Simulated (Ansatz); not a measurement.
**Lattice dynamics of LaBi (model cell, started as NiAs type)**

How does LaBi (model cell, started as NiAs type) vibrate, and is this structure a minimum?

Program: Ansatz 0.2.0. Level of theory: DFT PBEsol, scalar-relativistic, plane waves, PAW. Results are calculated unless marked as measured.

The structure was built from a prototype and need not be the compound's stable phase.

**1. The structure**

Symmetry: P6_3/mmc, No. 194, hexagonal system. Conventional cell: a = 4.568 Å, b = 4.568 Å, c = 7.309 Å, α = 90.00°, β = 90.00°, γ = 120.00°. La has 6 Bi at 3.21 Å nearest. Bi has 6 La at 3.21 Å nearest. Farther neighbours are not listed.

**2. Relaxation**

The cell and atoms are relaxed, since residual forces and stress would shift the frequencies.

input.yaml

```yaml
crystal:
  lattice:
    - [4.56805, 0.0, 0.0]
    - [-2.28403, 3.95605, 0.0]
    - [0.0, 0.0, 7.30888]
  atoms:
    - { symbol: La, position: [0.0, 0.0, 0.0] }
    - { symbol: La, position: [0.0, 0.0, 0.5] }
    - { symbol: Bi, position: [0.333333, 0.666667, 0.25] }
    - { symbol: Bi, position: [0.666667, 0.333333, 0.75] }
kpoints:
  mp_grid: { grid: [9, 9, 6] }
hamiltonian:
  xc: pbesol
scf:
  occupations: { method: gaussian, width: 0.1 }
output:
  forces: true
  stress: true
  eigenvalues: true
relax:
  adjacent_minimum: "off"
  f_tol: 0.005
  max_steps: 80
  cell: { stress_tol: 0.05 }
```

Started as:

```sh
$ ansatz run input.yaml --threads 4 --pin off --max-ram 7168MiB --backend cpu --events-out ev --progress --plain --runs-dir out
```

Numbers of over 12 decimals in the logs are rounded to 6 here.

Log:

```text
Warning: the atoms were moved onto the symmetric positions of the space group found under crystal.symmetry.tolerance 1.0e-5 (fractional; no operation is sought that the atoms, as they stand in a round, miss by more than twice it, and no atom is moved by as much as it), and the run uses the moved positions. Before a round's move an operation carried an atom to 4.57e-6 Å from where it should land, the largest such dist [...]
Engine: ansatz 0.2.0, aarch64-unknown-linux-gnu
Pseudopotentials: kind: paw
Pseudopotential: La, paw, valence charge 11, recommended cutoff 420 eV (normal), La.paw.azcp
Pseudopotential: Bi, paw, valence charge 15, recommended cutoff 420 eV (normal), Bi.paw.azcp
Functional definition: PBEsol
  exchange = pbesol_x
  correlation = pbesol_c
Crystal: 4 atoms, lattice volume = 132.082 Å³
Basis set: ecut = 420 eV, 2611 PW (Γ), exchange–correlation on 64×64×100 points (8 copies of the dense FFT grid, shifted against one another)
Bands: 32, of which v1, the nominal top of the filled ones, is band 26 counted from 1 (25 counted from 0)
Symmetry: 24 space group operations
Space group: P63/mmc (ITA 194), of the structure as read, at distance tolerance 5.1e-5 Å
k-points: 48 of 486
Non-local potential: La, projectors of the file, l = 0: 3, l = 1: 2, l = 2: 2, l = 3: 3
Non-local potential: Bi, projectors of the file, l = 0: 2, l = 1: 2, l = 2: 2, l = 3: 2
PAW form: soft (Blöchl's): semilocal exchange-correlation on the pseudo side does not see the compensation charge
PAW frozen core: La, regenerated for the run's functional, and the local potential with it (the file was generated under x = pbe(κ = 0.804, μ = 0.219515), c = pbe(β = 0.066725))
PAW frozen core: Bi, regenerated for the run's functional, and the local potential with it (the file was generated under x = pbe(κ = 0.804, μ = 0.219515), c = pbe(β = 0.066725))
PAW one-centre angular grid: La, 590 points (default); XC on 64 Gauss nodes
PAW one-centre angular grid: Bi, 590 points (default); XC on 64 Gauss nodes
Initial density: superposition of atomic densities (neutral atoms: chi_scale 0, normalization atom), corrected by the library's trained network
Initial wavefunctions: pseudopotential atomic-orbital guess
Functional: x = pbesol(κ = 0.804, μ = 0.123457), c = pbesol(β = 0.046)
SCF iter   1: F=—  HF=-36809.772637 eV  |F-HF|=—  |Δ(HF+E_count)|=         —  Δρ=2.55e-3  dr2=1.30e-2  ethr=1.77e-3  ⟨swp⟩=6.0  Hψ=6875  notcnv=0
preconditioner: auto → Kerker (q_TF=auto, 2.336 Å⁻¹)  [metal: Δε(μ)=0.021 eV  Ē_g=15.973 eV  σ=0.100 eV  W_gap=0.12  n_scr=22 (ndim 8)  ℏωp=22.4 eV  f_vac=0.000  D(μ)=1.42/eV (n_scr^D=2)]
SCF iter   2: F=—  HF=-36809.770679 eV  |F-HF|=—  |Δ(HF+E_count)|=   1.96e-3  Δρ=1.41e-3  dr2=3.65e-3  ethr=2.50e-5  ⟨swp⟩=2.3  Hψ=3389  notcnv=0  defer=71
SCF iter   3: F=—  HF=-36809.770293 eV  |F-HF|=—  |Δ(HF+E_count)|=   3.86e-4  Δρ=2.85e-4  dr2=1.50e-4  ethr=7.01e-6  ⟨swp⟩=2.9  Hψ=2736  notcnv=0  defer=71
SCF iter   4: F=—  HF=-36809.770292 eV  |F-HF|=—  |Δ(HF+E_count)|=   1.01e-6  Δρ=7.63e-5  dr2=1.71e-5  ethr=2.89e-7  ⟨swp⟩=2.1  Hψ=1774  notcnv=0  defer=71
SCF iter   5: F=—  HF=-36809.770322 eV  |F-HF|=—  |Δ(HF+E_count)|=   3.07e-5  Δρ=2.51e-5  dr2=1.61e-6  ethr=3.28e-8  ⟨swp⟩=2.5  Hψ=2626  notcnv=0  defer=71
SCF iter   6: F=—  HF=-36809.770322 eV  |F-HF|=—  |Δ(HF+E_count)|=   1.57e-7  Δρ=7.93e-6  dr2=1.08e-7  ethr=3.10e-9  ⟨swp⟩=2.3  Hψ=2106  notcnv=0  defer=71
SCF iter   7: F=-36809.770322 eV  HF=-36809.770322 eV  |F-HF|=8.51e-10  |Δ(HF+E_count)|=   2.40e-8  Δρ=2.59e-6  dr2=1.51e-8  ethr=1.92e-10  ⟨swp⟩=12.8  Hψ=7612  notcnv=0
SCF 1 converged in 7 iterations: F = -36809.770322 eV  dr2 = 1.51e-8
  greatest PAW one-centre occupation: 0.986 electrons in one spin orbital (limit 2), on the Bi atom at site 3 (counted from 0), in its partial waves of l = 2
relax step   1: F+E_penalty+E_count = -36809.77032208 eV  Δ(F+E_penalty+E_count) = +0.000e0 eV  max|allowed force component| = 8.789e-17 eV/Å  Δτ_max = 0.0000 Å  P = +6.613 GPa  Ω = 132.082 Å³  (7 SCF iters, dr2 threshold 1.00e-7 eV, accepted)
Crystal: 4 atoms, lattice volume = 143.773 Å³
Basis set: ecut = 420 eV, 2779 PW (Γ), exchange–correlation on 64×64×100 points (8 copies of the dense FFT grid, shifted against one another)
Initial density: handed on by an earlier stage of this run
Initial wavefunctions: those handed on with the density
iter 1 solved again at ethr=1.60e-4 eV; its pass at ethr=3.10e-3 eV (dr2=8.34e-2 eV) is discarded
SCF iter   1: F=—  HF=-36810.146612 eV  |F-HF|=—  |Δ(HF+E_count)|=         —  Δρ=4.64e-3  dr2=8.53e-2  ethr=1.60e-4  ⟨swp⟩=1.5  Hψ=11636  notcnv=0
preconditioner: auto → Resta (q_TF=auto, 2.303 Å⁻¹)  ε∞=6.8  [insulator: Δε(μ)=0.104 eV  Ē_g=5.166 eV  σ=0.100 eV  W_gap=0.51  n_scr=34 (ndim 8)  ℏωp=12.4 eV  f_vac=0.000  D(μ)=0.78/eV (n_scr^D=2)  ε∞_Penn≈6.8]
SCF iter   2: F=—  HF=-36810.124323 eV  |F-HF|=—  |Δ(HF+E_count)|=   2.23e-2  Δρ=2.16e-3  dr2=1.41e-2  ethr=1.60e-4  ⟨swp⟩=3.4  Hψ=2679  notcnv=0
preconditioner: auto → Kerker (q_TF=auto, 2.303 Å⁻¹)  [metal: Δε(μ)=0.092 eV  Ē_g=5.076 eV  σ=0.100 eV  W_gap=0.47  n_scr=34 (ndim 8)  ℏωp=12.4 eV  f_vac=0.000  D(μ)=0.94/eV (n_scr^D=2)]
SCF iter   3: F=—  HF=-36810.119801 eV  |F-HF|=—  |Δ(HF+E_count)|=   4.52e-3  Δρ=5.59e-4  dr2=7.86e-4  ethr=2.72e-5  ⟨swp⟩=2.0  Hψ=2581  notcnv=0
SCF iter   4: F=—  HF=-36810.119700 eV  |F-HF|=—  |Δ(HF+E_count)|=   1.01e-4  Δρ=2.15e-4  dr2=1.65e-4  ethr=1.51e-6  ⟨swp⟩=2.0  Hψ=2545  notcnv=0
SCF iter   5: F=—  HF=-36810.119763 eV  |F-HF|=—  |Δ(HF+E_count)|=   6.31e-5  Δρ=5.87e-5  dr2=8.63e-6  ethr=3.17e-7  ⟨swp⟩=2.0  Hψ=1928  notcnv=0
SCF iter   6: F=—  HF=-36810.119764 eV  |F-HF|=—  |Δ(HF+E_count)|=   7.42e-7  Δρ=1.75e-5  dr2=6.97e-7  ethr=1.66e-8  ⟨swp⟩=2.0  Hψ=2128  notcnv=0
SCF iter   7: F=-36810.119764 eV  HF=-36810.119764 eV  |F-HF|=1.37e-9  |Δ(HF+E_count)|=   1.03e-7  Δρ=4.64e-6  dr2=4.99e-8  ethr=7.69e-10  ⟨swp⟩=11.0  Hψ=9793  notcnv=0
SCF 2 converged in 7 iterations: F = -36810.119764 eV  dr2 = 4.99e-8
relax step   2: F+E_penalty+E_count = -36810.11976398 eV  Δ(F+E_penalty+E_count) = -3.494e-1 eV  max|allowed force component| = 1.457e-16 eV/Å  Δτ_max = 0.0000 Å  P = +1.160 GPa  Ω = 143.773 Å³  energy of the carried Pulay correction = -9.313e-4 eV  (7 SCF iters, dr2 threshold 4.00e-7 eV, accepted)
Crystal: 4 atoms, lattice volume = 145.666 Å³
Basis set: ecut = 420 eV, 2877 PW (Γ), exchange–correlation on 64×64×100 points (8 copies of the dense FFT grid, shifted against one another)
iter 1 solved again at ethr=1.52e-5 eV; its pass at ethr=3.10e-3 eV (dr2=7.88e-3 eV) is discarded
SCF iter   1: F=—  HF=-36810.203488 eV  |F-HF|=—  |Δ(HF+E_count)|=         —  Δρ=2.16e-3  dr2=8.03e-3  ethr=1.52e-5  ⟨swp⟩=3.2  Hψ=14000  notcnv=0
preconditioner: auto → Kerker (q_TF=auto, 2.298 Å⁻¹)  [metal: Δε(μ)=0.059 eV  Ē_g=5.026 eV  σ=0.100 eV  W_gap=0.30  n_scr=34 (ndim 8)  ℏωp=12.3 eV  f_vac=0.000  D(μ)=0.98/eV (n_scr^D=2)]
SCF iter   2: F=—  HF=-36810.202265 eV  |F-HF|=—  |Δ(HF+E_count)|=   1.22e-3  Δρ=1.31e-3  dr2=2.96e-3  ethr=1.52e-5  ⟨swp⟩=1.1  Hψ=1541  notcnv=0
SCF iter   3: F=—  HF=-36810.201791 eV  |F-HF|=—  |Δ(HF+E_count)|=   4.74e-4  Δρ=1.59e-4  dr2=4.97e-5  ethr=5.69e-6  ⟨swp⟩=2.3  Hψ=2232  notcnv=0
SCF iter   4: F=—  HF=-36810.201893 eV  |F-HF|=—  |Δ(HF+E_count)|=   1.02e-4  Δρ=5.62e-5  dr2=9.78e-6  ethr=9.55e-8  ⟨swp⟩=2.1  Hψ=2573  notcnv=0
SCF iter   5: F=—  HF=-36810.201894 eV  |F-HF|=—  |Δ(HF+E_count)|=   8.91e-7  Δρ=1.67e-5  dr2=9.53e-7  ethr=1.88e-8  ⟨swp⟩=2.0  Hψ=2074  notcnv=0
SCF iter   6: F=-36810.201894 eV  HF=-36810.201894 eV  |F-HF|=4.28e-9  |Δ(HF+E_count)|=   8.69e-8  Δρ=4.26e-6  dr2=4.87e-8  ethr=7.69e-10  ⟨swp⟩=12.4  Hψ=10385  notcnv=0
SCF 3 converged in 6 iterations: F = -36810.201894 eV  dr2 = 4.87e-8
relax step   3: F+E_penalty+E_count = -36810.20189386 eV  Δ(F+E_penalty+E_count) = -8.213e-2 eV  max|allowed force component| = 7.401e-17 eV/Å  Δτ_max = 0.0000 Å  P = +0.136 GPa  Ω = 145.666 Å³  energy of the carried Pulay correction = -1.072e-3 eV  (6 SCF iters, dr2 threshold 4.00e-7 eV, accepted)
[...]
relax step   4: F+E_penalty+E_count = -36810.20232101 eV  Δ(F+E_penalty+E_count) = -4.272e-4 eV  max|allowed force component| = 1.180e-16 eV/Å  Δτ_max = 0.0000 Å  P = +0.009 GPa  Ω = 145.942 Å³  energy of the carried Pulay correction = -1.092e-3 eV  (4 SCF iters, dr2 threshold 2.34e-7 eV, accepted)
[...]
relax step   5: F+E_penalty+E_count = -36810.20507418 eV  Δ(F+E_penalty+E_count) = -2.753e-3 eV  max|allowed force component| = 1.087e-16 eV/Å  Δτ_max = 0.0000 Å  P = +0.047 GPa  Ω = 145.942 Å³  stress off target by 1.07e-1 GPa  SCF on the basis re-selected at this cell (its energy is not comparable with the rows above)  (7 SCF iters)
[...]
relax step   6: F+E_penalty+E_count = -36810.20512430 eV  Δ(F+E_penalty+E_count) = -5.012e-5 eV  max|allowed force component| = 4.163e-17 eV/Å  Δτ_max = 0.0000 Å  P = +0.002 GPa  Ω = 146.044 Å³  energy of the carried Pulay correction = -7.765e-6 eV  (4 SCF iters, dr2 threshold 2.86e-8 eV, accepted)
iter 1 solved again at ethr=4.60e-8 eV; its pass at ethr=3.10e-3 eV (dr2=2.39e-5 eV) is discarded
SCF iter   1: F=—  HF=-36810.205077 eV  |F-HF|=—  |Δ(HF+E_count)|=         —  Δρ=1.42e-5  dr2=1.88e-8  ethr=4.60e-8  ⟨swp⟩=7.6  Hψ=13668  notcnv=1
preconditioner: auto → Kerker (q_TF=auto, 2.297 Å⁻¹)  [metal: Δε(μ)=0.033 eV  Ē_g=5.001 eV  σ=0.100 eV  W_gap=0.18  n_scr=34 (ndim 8)  ℏωp=12.3 eV  f_vac=0.000  D(μ)=1.03/eV (n_scr^D=2)]
SCF iter   2: F=—  HF=-36810.205131 eV  |F-HF|=—  |Δ(HF+E_count)|=   5.36e-5  Δρ=7.26e-6  dr2=9.02e-9  ethr=3.61e-11  ⟨swp⟩=3.1  Hψ=3558  notcnv=0
SCF iter   3: F=—  HF=-36810.205131 eV  |F-HF|=—  |Δ(HF+E_count)|=   1.18e-7  Δρ=1.09e-6  dr2=1.22e-9  ethr=1.73e-11  ⟨swp⟩=1.1  Hψ=1585  notcnv=0
SCF iter   4: F=—  HF=-36810.205131 eV  |F-HF|=—  |Δ(HF+E_count)|=   1.90e-9  Δρ=3.39e-7  dr2=8.72e-11  ethr=2.34e-12  ⟨swp⟩=2.0  Hψ=2141  notcnv=0
SCF iter   5: F=-36810.205131 eV  HF=-36810.205131 eV  |F-HF|=7.28e-12  |Δ(HF+E_count)|=  2.26e-10  Δρ=6.52e-8  dr2=2.55e-12  ethr=1.00e-12  ⟨swp⟩=7.1  Hψ=6775  notcnv=0
SCF 7 converged in 5 iterations: F = -36810.205131 eV  dr2 = 2.55e-12
relax step   7: F+E_penalty+E_count = -36810.20513102 eV  Δ(F+E_penalty+E_count) = -6.712e-6 eV  max|allowed force component| = 4.163e-17 eV/Å  Δτ_max = 0.0000 Å  P = +0.002 GPa  Ω = 146.044 Å³  stress off target by 5.11e-3 GPa  SCF on the basis re-selected at this cell (its energy is not comparable with the rows above)  (5 SCF iters)
basis re-selected at this cell: Δ(F+E_penalty+E_count) = -6.712e-6 eV, ΔP = -0.000 GPa vs the last step (what re-selecting the basis moved, of the pressure what is left beyond the Pulay correction that the steps carried, after the strain that the cell walked since its last selection, with what the two solves' SCF thresholds leave and, on support functions, any second-order correction that the steps lacked; it is no m [...]
SCF converged after 5 iterations
Free energy (F): -36810.205131 eV
Harris-Foulkes:  -36810.205131 eV  (|F-HF|=7.28e-12)
Internal energy: -36810.199998 eV  (E = F + TS)
E sigma→0 (E₀):  -36810.202565 eV
Entropy (-TS):   -0.005133 eV (-1.283 meV/atom)
Fermi energy:    9.767033 eV
--- Per-component energies (eV) ---
  E_band       = -309.815656
  E_kinetic    = 991.640211
  E_local      = -3967.289987  (includes V_loc(G=0)·N_el)
  E_nonlocal   = 1314.099103
  E_hartree    = 1319.695685
  E_xc         = -575.213069
  E_vxc        = -580.618367  (∫ρ·V_xc dr)
  E_paw        = -31678.991741  (= ΣΔE_a)
  E_vpaw       = -707.037005  (= ΣTr[D̂ρ^β])
  E_aug_tail   = -0.000941  (compensation charges beyond the density's cutoff)
  E_ewald      = -4214.657782
  E_core_change = 0.518523  (= ΣΔE_core)
  E_smearing   = -0.005133  (= −TS)
  E_closure    = -0.000000  (closes the sum)
  Σ components = -36810.205131   (vs F -36810.205131, Δ=0.00e0)
--- Forces (eV/Å), atoms counted from 1 ---
  atom   1  La    -0.00000000     0.00000000     0.00000000
  atom   2  La     0.00000000     0.00000000     0.00000000
  atom   3  Bi    -0.00000000    -0.00000000     0.00000000
  atom   4  Bi     0.00000000     0.00000000     0.00000000
  max |Σ_I F_I| component: 1.85e-17 eV/Å
--- Stress (GPa, compression-positive) ---
        0.000695      -0.000000       0.000000
       -0.000000       0.000695       0.000000
        0.000000       0.000000       0.005105
  P = ⅓ Tr σ = 0.0022 GPa (0.022 kbar)
--- Band table (eV; the first three rows and the last of 48) ---
  k-point 0: bands = [... 22 lower, 8.4039, 9.5971, 9.7989, 10.0997, 10.0997, 11.1968, 11.1968, 11.2820, ... 2 higher]
  k-point 1: bands = [... 22 lower, 8.4763, 9.1490, 9.8796, 9.8796, 10.0452, 11.2359, 11.2359, 11.3175, ... 2 higher]
  k-point 2: bands = [... 22 lower, 8.6885, 8.6885, 9.4482, 9.4482, 10.4253, 11.2150, 11.3302, 11.3302, ... 2 higher]
  k-point 47: bands = [... 22 lower, 8.2338, 8.2338, 8.2893, 8.2893, 11.0321, 11.0321, 11.3374, 11.3374, ... 2 higher]
--- Relaxed structure (5 steps of the walk, 5 accepted, 2 SCFs on fresh bases) ---
  F+E_penalty+E_count = -36810.20513102 eV   max|allowed force component| = 4.163e-17 eV/Å   (the final SCF, on the basis selected at the relaxed cell)
  cell:  # Å, volume = 146.0440 Å³
    - [4.574674, 2.890936136903669e-6, 0]
    - [-2.287339, 3.961782, 0]
    - [0, 0, 8.058106]
  atoms:
    - { symbol: La, position: [0, 0, 0] }
    - { symbol: La, position: [0, 0, 0.5] }
    - { symbol: Bi, position: [0.333333, 0.666667, 0.25] }
    - { symbol: Bi, position: [0.666667, 0.333333, 0.75] }
```

Elapsed: 53 s, on 4 threads of Arm Neoverse V2, shared host; peak memory 0.59 GiB; 2 min of CPU time.

Relaxation path:

```
step  energy less that of the first step (eV)  largest force component (eV/Å)  pressure (GPa)  volume (Å³)
   1                                   0.0000                          0.0000            6.61       132.08
   2                                  -0.3494                          0.0000            1.16       143.77
   3                                  -0.4316                          0.0000            0.14       145.67
   4                                  -0.4320                          0.0000            0.01       145.94
  5*                                  -0.4348                          0.0000            0.05       145.94
   6                                  -0.4348                          0.0000            0.00       146.04
  7*                                  -0.4348                          0.0000            0.00       146.04
```

Relaxation steps marked * repeat the geometry before them on a plane-wave basis chosen anew for their cell, so energy and pressure can jump there.

The run keeps the 24 symmetry operations that it works with, so distortions that break them were not tested.

```
conventional cell, symmetrised  before  after   change
                         a (Å)   4.568  4.575   +0.1 %
                         b (Å)   4.568  4.575   +0.1 %
                         c (Å)   7.309  8.058  +10.3 %
              volume (Å³/atom)   33.02  36.51  +10.6 %
```

The relaxed structure:

```xyz
4
Lattice="4.5747 0.0000 0.0000 -2.2873 3.9618 0.0000 0.0000 0.0000 8.0581" Properties=species:S:1:pos:R:3 pbc="T T T"
La    0.0000    0.0000    0.0000
La    0.0000    0.0000    4.0291
Bi    0.0000    2.6412    2.0145
Bi    2.2873    1.3206    6.0436
```

This step gave:

```
pressure          : 0.002165 GPa
volume per atom   : 36.51 Å³
gap on the k-mesh : 0 eV
```

In this step the volume went from 33.02 to 36.51 Å³/atom.

**3. Bringing the structure to rest**

The relaxation is repeated from its end on the same settings, as a check that it has come to rest.

input.yaml, the sections that differ from step 2:

```yaml
crystal:
  lattice:
    - [4.574673627, 2.8909e-06, 0.0]
    - [-2.2873393171, 3.9617821295, 0.0]
    - [0.0, 0.0, 8.0581060837]
  atoms:
    - { symbol: La, position: [0.0, 0.0, 0.0] }
    - { symbol: La, position: [0.0, 0.0, 0.5] }
    - { symbol: Bi, position: [0.3333333333, 0.6666666667, 0.25] }
    - { symbol: Bi, position: [0.6666666667, 0.3333333333, 0.75] }
# kpoints, hamiltonian, scf, output, relax: as in step 2
```

Log:

```text
[...]
Crystal: 4 atoms, lattice volume = 146.044 Å³
Basis set: ecut = 420 eV, 2889 PW (Γ), exchange–correlation on 64×64×108 points (8 copies of the dense FFT grid, shifted against one another)
Bands: 32, of which v1, the nominal top of the filled ones, is band 26 counted from 1 (25 counted from 0)
Symmetry: 24 space group operations
[...]
k-points: 48 of 486
[...]
--- Relaxed structure (1 steps of the walk, 1 accepted, 1 SCFs on fresh bases) ---
[...]
cell:  # Å, volume = 146.0440 Å³
    - [4.574674, 2.890904133979226e-6, 0.0]
    - [-2.287339, 3.961782, 0.0]
    - [0.0, 0.0, 8.0581060837]
  atoms:
    - { symbol: La, position: [0.0, 0.0, 0.0] }
    - { symbol: La, position: [0.0, 0.0, 0.500000] }
    - { symbol: Bi, position: [0.333333, 0.666667, 0.250000] }
    - { symbol: Bi, position: [0.666667, 0.333333, 0.750000] }
[key lines of the parts left out:]
SCF converged after 5 iterations
Free energy (F): -36810.205131 eV
Fermi energy:    9.767033 eV
P = ⅓ Tr σ = 0.0022 GPa (0.022 kbar)
```

Wall time 16 s (4 threads); peak memory 0.59 GiB; 37 s of CPU time.

Little changed from the start: no atom moved by 0.005 Å and no cell edge by 0.1 %.

In this step the volume went from 36.51 to 36.51 Å³/atom.

**4. Tight relaxation**

Phonons need a cell at rest on their own settings, so the relaxation is repeated with tight tolerances on forces and stress, using the mesh and the filling of the phonon run that follows.

input.yaml, the sections that differ from step 3:

```yaml
kpoints:
  mp_grid: { grid: [10, 10, 6] }
scf:
  occupations: { method: methfessel_paxton, width: 0.15 }
relax:
  adjacent_minimum: "off"
  f_tol: 0.001
  max_steps: 60
  cell: { stress_tol: 0.01 }
# crystal, hamiltonian, output: as in step 3
```

Log:

```text
[...]
Crystal: 4 atoms, lattice volume = 146.044 Å³
Basis set: ecut = 420 eV, 2889 PW (Γ), exchange–correlation on 64×64×108 points (8 copies of the dense FFT grid, shifted against one another)
Bands: 32, of which v1, the nominal top of the filled ones, is band 26 counted from 1 (25 counted from 0)
Symmetry: 24 space group operations
[...]
k-points: 56 of 600
[...]
--- Relaxed structure (1 steps of the walk, 1 accepted, 1 SCFs on fresh bases) ---
[...]
cell:  # Å, volume = 146.0440 Å³
    - [4.574674, 2.890904133979226e-6, 0.0]
    - [-2.287339, 3.961782, 0.0]
    - [0.0, 0.0, 8.0581060837]
  atoms:
    - { symbol: La, position: [0.0, 0.0, 0.0] }
    - { symbol: La, position: [0.0, 0.0, 0.500000] }
    - { symbol: Bi, position: [0.333333, 0.666667, 0.250000] }
    - { symbol: Bi, position: [0.666667, 0.333333, 0.750000] }
[key lines of the parts left out:]
SCF converged after 6 iterations
Free energy (F): -36810.204063 eV
Fermi energy:    9.767682 eV
P = ⅓ Tr σ = 0.0045 GPa (0.045 kbar)
```

It took 20 s on 4 threads; peak memory 0.6 GiB.

Little changed from the start: no atom moved by 0.005 Å and no cell edge by 0.1 %.

This step gave:

```yaml
pressure: 0.004533 GPa
```

The forces vanish by symmetry and the pressure is 0.005 GPa, within the tolerances set. The cell now holds 36.51 Å³/atom.

(Part 1 of 2 ends here.)

[Logs are printed without paths, hosts, clocks, repeated set-up lines and the standing remarks that a program may print on its own settings, such as how far it seeks lower states.]

[Hosts, paths, dates, database ids (printed as entryN), source tags and the programs' standing remarks are cut or masked in the printed files.]
